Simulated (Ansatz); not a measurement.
# Ge2Rh2W, from a guessed structure to a relaxed one, part 2 of 2

This structure for Ge2Rh2W is made up. Its elements were placed in a known structure type with a cell scaled to their sizes. What cell does the guess relax to, and how far off was it?

Ansatz 0.2.0; DFT, PBE, plane-wave PAW, files of the set soft_1, scalar-relativistic, no spin, cell and ions relaxed at zero pressure; PAW set soft_1 (the session's first sound run).

So far: Starting point; Relaxation of the guess. The relaxed cell has a = 3.871, c = 10.535 Å (conventional setting).

## Step 3: Electronic structure of the relaxed cell

With the geometry fixed, one more self-consistent run, with a narrower smearing and the mesh shown in its input, gives the bands, and its pressure, and its forces where symmetry allows any, show how far the geometry depends on these settings.

This step: DFT, PBE, plane-wave PAW, files of the set soft_1, scalar-relativistic, no spin, bands and density of states at the relaxed cell; PAW set soft_1 (Ansatz 0.2.0).

The input, input.yaml:

```yaml
crystal:
  lattice:
    - [-1.9354003786, 1.9354003786, 5.2672777681]
    - [1.9354003786, -1.9354003786, 5.2672777681]
    - [1.9354003786, 1.9354003786, -5.2672777681]
  atoms:
    - { symbol: W, position: [0.0, 0.0, 0.0] }
    - { symbol: Rh, position: [0.25, 0.75, 0.5] }
    - { symbol: Rh, position: [0.75, 0.25, 0.5] }
    - { symbol: Ge, position: [0.3869230357, 0.3869230357, 0.0] }
    - { symbol: Ge, position: [0.6130769643, 0.6130769643, 0.0] }
kpoints:
  mp_grid: { grid: [12, 12, 12] }
  band_path:
    path:
      - [[0.0, 0.0, 0.0], [0.0, 0.0, 0.5], [-0.06750551, 0.06750551, 0.5], [-0.28375275, 0.28375275, 0.28375275], [0.0, 0.0, 0.0], [0.5, 0.5, -0.5], [0.28375275, 0.71624725, -0.28375275], [0.0, 0.5, 0.0], [0.25, 0.25, 0.25], [0.5, 0.5, -0.06750551], [0.5, 0.5, -0.5]]
      - [[0.0, 0.0, 0.5], [0.25, 0.25, 0.25]]
    npoints: 7
scf:
  occupations: { method: fermi_dirac, width: 0.03 }
  n_extra_bands: 9
hamiltonian:
  xc: pbe
  pseudopotentials: { kind: paw, azcp: { folder: soft_1 } }
output:
  forces: true
  stress: true
  write_bands: true
  dos: { projected: true }
  write_density: true
  write_potential: true
  elf: true
  volumetric_format: npy
```

The run is started by

```
$ ansatz run input.yaml --threads 4 --pin off --max-ram 8192MiB --backend cpu --events-out ev --progress --plain --runs-dir out
```

Numbers of over 12 decimals in the logs are rounded to 6 here.

Log:

```text
[...]
Crystal: 5 atoms, lattice volume = 78.920 Å³
Basis set: ecut = 420 eV, 1549 PW (Γ), exchange–correlation on 80×80×80 points (8 copies of the dense FFT grid, shifted against one another)
Bands: 47, of which v1, the nominal top of the filled ones, is band 38 counted from 1 (37 counted from 0)
Symmetry: 16 space group operations
[...]
k-points: 163 of 1728
[...]
SCF iter   1: F=—  HF=-31782.506113 eV  |F-HF|=—  |Δ(HF+E_count)|=         —  Δρ=8.58e-2  dr2=8.51e0  ethr=3.10e-3  ⟨swp⟩=5.6  Hψ=24872  notcnv=0
[...]
SCF iter   9: F=-31780.485513 eV  HF=-31780.485513 eV  |F-HF|=7.76e-9  |Δ(HF+E_count)|=   1.12e-7  Δρ=5.57e-6  dr2=2.08e-8  ethr=1.32e-10  ⟨swp⟩=13.3  Hψ=49146  notcnv=0
SCF 1 converged in 9 iterations: F = -31780.485513 eV  dr2 = 2.08e-8
[...]
NSCF: frozen V_eff on 79 k-points
SCF converged after 9 iterations
Free energy (F): -31780.485513 eV
[...]
Internal energy: -31780.473967 eV  (E = F + TS)
E sigma→0 (E₀):  -31780.479740 eV
Entropy (-TS):   -0.011546 eV (-2.309 meV/atom)
Fermi energy:    17.806140 eV
[...]
--- Forces (eV/Å), atoms counted from 1 ---
  atom   1  W      0.00000000     0.00000000     0.00000000
  atom   2  Rh     0.00000000     0.00000000     0.00000000
  atom   3  Rh     0.00000000     0.00000000     0.00000000
  atom   4  Ge     0.00000000    -0.00000000    -0.00566205
  atom   5  Ge     0.00000000     0.00000000     0.00566205
  max |Σ_I F_I| component: 5.20e-18 eV/Å
--- Stress (GPa, compression-positive) ---
       -0.040867       0.000000       0.000000
        0.000000      -0.040867      -0.000000
       -0.000000      -0.000000      -0.008428
  P = ⅓ Tr σ = -0.0301 GPa (-0.301 kbar)
--- Band table (eV; the first three rows and the last of 163) ---
  k-point 0: bands = [... 34 lower, 16.1440, 16.1440, 17.2763, 17.3733, 18.5642, 18.6953, 19.3401, 19.7592, ... 5 higher]
  k-point 1: bands = [... 34 lower, 16.1035, 16.3744, 17.0337, 17.1310, 18.3163, 18.5426, 18.8812, 19.7904, ... 5 higher]
  k-point 2: bands = [... 34 lower, 16.2481, 16.4190, 16.4234, 16.7786, 18.0811, 18.4282, 19.2011, 19.7471, ... 5 higher]
  k-point 162: bands = [... 34 lower, 17.2930, 17.3172, 17.3172, 17.5468, 18.1037, 18.1037, 18.5641, 19.6146, ... 5 higher]
```

The job ended after 9.4 s (4 threads of Intel Xeon Platinum 8488C (Sapphire Rapids), shared host; peak memory 0.89 GiB).

Numbers from this step:

- free energy: -31780.4855 eV
- energy at zero smearing: -31780.4797 eV
- smearing term TS: 0.01155 eV
- Fermi energy: 17.81 eV
- pressure: -0.03005 GPa

From bands.tsv, the bands that come nearest the Fermi level along the path, at its corners, in eV from the Fermi level:

```tsv
point	band 35	band 36	band 37	band 38	band 39	band 40	band 41	band 42
Γ	-1.66	-1.66	-0.53	-0.43	0.76	0.89	1.53	1.95
X	-1.95	-1.33	-1.27	0.40	0.54	0.69	0.71	1.59
Y	-1.64	-1.34	-1.19	0.47	0.48	0.48	0.90	1.79
S	-2.06	-1.32	-0.80	-0.66	0.08	0.32	0.87	2.11
Γ	-1.66	-1.66	-0.53	-0.43	0.76	0.89	1.53	1.95
Z	-0.51	-0.49	-0.49	-0.26	0.30	0.30	0.76	1.81
S1	-2.06	-1.32	-0.80	-0.66	0.08	0.32	0.87	2.11
N	-2.18	-2.17	-1.53	-0.11	0.13	0.43	1.57	1.79
P	-2.09	-1.32	-1.27	0.38	0.63	0.63	0.71	1.60
Y1	-1.64	-1.34	-1.19	0.47	0.48	0.48	0.90	1.79
Z	-0.51	-0.49	-0.49	-0.26	0.30	0.30	0.76	1.81
X	-1.95	-1.33	-1.27	0.40	0.54	0.69	0.71	1.59
P	-2.09	-1.32	-1.27	0.38	0.63	0.63	0.71	1.60
```

States per cell as run, both spins, in windows of 1 eV, from dos.tsv (zero at the Fermi level):

```csv
from,to,total
-8,-7,0.00
-7,-6,1.72
-6,-5,2.26
-5,-4,5.07
-4,-3,5.97
-3,-2,3.57
-2,-1,6.19
-1,0,3.14
0,1,4.26
1,2,3.29
2,3,1.92
3,4,2.18
4,5,2.42
```

Below -8 eV lie 48.0 more states.

ELF in the ab plane of the cell as run, not the conventional one, at fractional z = 0.000, with atoms of W and Ge within 0.2 Å of it. It is the smooth field of the valence electrons, not physical close to the nuclei.

Ten even steps from '_' (0.15) to '@' (0.70), each cell a mean:
```
--##%%::..--::::::::........**@@
@@@@@@--..--====--::..____..::**
--++**--::==++++++==::..____....
......::::==++========::______..
::::::----==++==..__::--::..__..
::--++++++++**==__::::::==::....
::--++++====****--..::__====::::
::--++++--::--****--__..==++--::
::::==++::____::****======++==::
....::==--..**__--****++++++==::
......::==::..__::==++======----
::..____::==--::--==++--::::....
....______::==++++++++--::----::
++::..____..::==++++++::..**@@%%
@@##::........::------::..++@@##
..@@++..::....::::::::::..--@@--
```
Columns run along a (5.9 Å), rows up along b (5.9 Å). Atoms in or near the plane, at fractional coordinates: W at (0.00, 0.00), Ge at (0.39, 0.39), Ge at (0.61, 0.61).

Electrostatic potential energy in the ab plane of the cell as run, not the conventional one, at fractional z = 0.000, with atoms of W and Ge within 0.2 Å of it. With pseudopotentials it is smooth inside the atoms' cores, unlike the true potential.

Ten even steps from '0' (-28 eV) to '9' (21 eV), each cell a mean:
```
0016999999999830
0015899999999973
5346898878999998
8778898655799999
9999998545569999
9998888645557999
9997678745555899
9986445774445799
9986455477656899
9998555558888899
9999755547899999
9999975446898889
8999998667898656
4799999889997411
0379999999997300
0048999999998500
```
Columns run along a (5.9 Å; values clipped at the 3rd and 97th percentile), rows up along b (5.9 Å). Atoms in or near the plane, at fractional coordinates: W at (0.00, 0.00), Ge at (0.39, 0.39), Ge at (0.61, 0.61).

Valence density in the ab plane of the cell as run, not the conventional one, at fractional z = 0.000, with atoms of W and Ge within 0.2 Å of it. It is the smooth field of the valence electrons, not physical close to the nuclei.

Ten steps, logarithmic in the rise over the least value, from '0' (0 e/Å³) to '9' (39 e/Å³), each cell a mean:
```
5541000000000035
4542000000000013
2321000111000000
0110000122100000
0000000256410000
0000000159841000
0001111138962100
0011232113552100
0011477311121100
0001389721000000
0000148731000000
0000013421000000
0000001111000121
3100000110001244
5310000000001355
5530000000000245
```
Columns run along a (5.9 Å), rows up along b (5.9 Å). Atoms in or near the plane, at fractional coordinates: W at (0.00, 0.00), Ge at (0.39, 0.39), Ge at (0.61, 0.61).

## Step 4: Results

| Quantity | Value |
| --- | --- |
| space group, relaxed | I4/mmm |
| conventional cell | a = 3.871, b = 3.871, c = 10.535 Å; α = 90.0°, β = 90.0°, γ = 90.0° |
| volume per atom | 15.78 Å³ (guess 15.52) |

**Reading.** Ge2Rh2W relaxes to I4/mmm with a = 3.871, b = 3.871 and c = 10.535 Å. The guessed volume was 2 % too small. The space group I4/mmm was held in the relaxation, so the end point is a stationary structure within it and may be a saddle against distortions or other arrangements. Bands cross the Fermi level, so it is a metal or semimetal at this level. On the 12×12×12 mesh with the narrower smearing (relaxed on 9×9×9) the largest force component is 0.006 eV/Å and the largest stress component is 0.041 GPa, within the relaxation's thresholds of 0.015 eV/Å and 0.05 GPa. The cutoff wasn't tested. Spin-orbit coupling is left out, which can matter for elements this heavy. No dispersion term is used, so weakly bound directions may come out too long. The runs have no spin, and magnetism wasn't tested. Nothing here tests whether the compound is stable against decomposition.

[Logs are printed without paths, hosts, clocks, repeated set-up lines and the standing remarks that a program may print on its own settings, such as how far it seeks lower states.]

[Hosts, paths, dates, database ids (printed as entryN), source tags and the programs' standing remarks are cut or masked in the printed files.]
